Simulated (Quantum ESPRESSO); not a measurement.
Consider CdH2O2 (P-3m1).

```xyz
5
Lattice="3.5155 0.0000 0.0000 -1.7578 3.0445 0.0000 0.0000 0.0000 4.6430" Properties=species:S:1:pos:R:3 pbc="T T T"
Cd    0.0000    0.0000    0.0000
O     0.0000    2.0297    1.1172
O     1.7578    1.0148    3.5257
H     0.0000    2.0297    2.0849
H     1.7578    1.0148    2.5581
```

Absorber: atom 2, with 1 H at 0.97 Å and 3 Cd at 2.32 Å (distorted tetrahedral, site symmetry 3m). Method: Quantum ESPRESSO XSpectra, LDA, full core hole (charged cell), 15-atom cell with 5.8 Å between holes, 5×5×5 k points, dipole transitions, Lorentzian half width 0.3 eV up to 4 eV, rising linearly to 2.5 eV at 25 eV (counted from xe0, 0.7 eV below the zero used here).

Question: Predict the near-edge structure at the O K edge.

Main maxima up to 24 eV above the zero (height): 4.5 eV (2.56) and 21.6 eV (0.95). A K edge sees empty p states on the absorber. The total-energy difference plus the lowest empty eigenvalue puts the zero at 533.79 eV. One term is added: -8.83 eV, since the hole is spin-paired here and a spin-polarised one costs that much less in the free atom (computed apart). The photon energy is then 524.96 eV. The functional and the charged cell's background leave an error in such absolute values: in the free atom LDA prices this hole 4.1 eV below PBE (computed apart), and PBE is itself good to a few eV.

The O K spectrum (energy from the lowest empty level; intensity scaled to a mean of 1 over the first 20 eV; the points at xe0, where the cut of filled states can leave a spike, are interpolated; polarised curves are means over the symmetry-equivalent atoms):

```
E (eV)  isotropic  ε ⊥ c  ε ∥ c
  -2.0       0.03   0.02   0.04
  -1.4       0.04   0.03   0.05
  -0.8       0.04   0.04   0.06
  -0.2       0.06   0.05   0.08
   0.4       0.09   0.07   0.13
   1.0       0.15   0.12   0.21
   1.6       0.30   0.24   0.41
   2.2       0.42   0.34   0.57
   2.8       0.83   0.68   1.15
   3.4       1.36   1.18   1.71
   4.0       2.15   1.73   2.99
   4.6       2.54   1.96   3.70
   5.2       2.06   1.35   3.48
   5.8       1.85   1.13   3.30
   6.4       1.83   1.21   3.08
   7.0       1.70   1.28   2.54
   7.6       1.50   1.17   2.15
   8.2       1.24   0.92   1.87
   8.8       1.09   0.77   1.74
   9.4       1.05   0.74   1.67
  10.0       1.01   0.75   1.54
  10.6       0.94   0.76   1.29
  11.2       0.86   0.77   1.03
  11.8       0.77   0.74   0.84
  12.4       0.70   0.70   0.71
  13.0       0.67   0.69   0.64
  13.6       0.64   0.67   0.60
  14.2       0.61   0.62   0.60
  14.8       0.60   0.59   0.62
  15.4       0.61   0.58   0.68
  16.0       0.64   0.59   0.75
  16.6       0.69   0.62   0.82
  17.2       0.73   0.65   0.89
  17.8       0.77   0.68   0.95
  18.4       0.81   0.71   1.02
  19.0       0.85   0.74   1.07
  19.6       0.89   0.78   1.11
  20.2       0.92   0.82   1.13
  20.8       0.94   0.86   1.11
  21.4       0.95   0.89   1.06
  22.0       0.95   0.92   1.00
  22.6       0.93   0.94   0.92
  23.2       0.90   0.93   0.84
  23.8       0.87   0.91   0.79
  24.4       0.83   0.87   0.75
  25.0       0.80   0.84   0.73
  25.6       0.78   0.80   0.72
  26.2       0.75   0.76   0.73
  26.8       0.73   0.73   0.73
  27.4       0.71   0.70   0.72
  28.0       0.69   0.68   0.71
  28.6       0.68   0.66   0.70
  29.2       0.67   0.66   0.70
  29.8       0.67   0.66   0.69
  30.4       0.67   0.66   0.70
  31.0       0.67   0.66   0.70
  31.6       0.67   0.66   0.71
```

The holes are only 5.8 Å apart, so the shape is probably not converged with cell size; no larger cell was run here. Lifetime broadening is put in by hand, and intensities beyond about 20 eV depend on it and on the partial waves. The structure is a computed Materials Project entry and may be a hypothetical form.

[Banner, clock and machine lines of the logs are left out without a mark of their own.]

[Logs are printed without paths, hosts, clocks, repeated set-up lines and the standing remarks that a program may print on its own settings, such as how far it seeks lower states.]

[Hosts, paths, dates, database ids (printed as entryN), source tags and the programs' standing remarks are cut or masked in the printed files.]

[Lists of maxima count a maximum above −3 eV only where it reaches 4 % of the highest in the window and stands out from its surroundings by 2 % of it (1.5 % where it reaches 55 %); shoulders and weaker maxima are passed over, and of the rest the first, up to two pre-edge ones and the few strongest are named.]
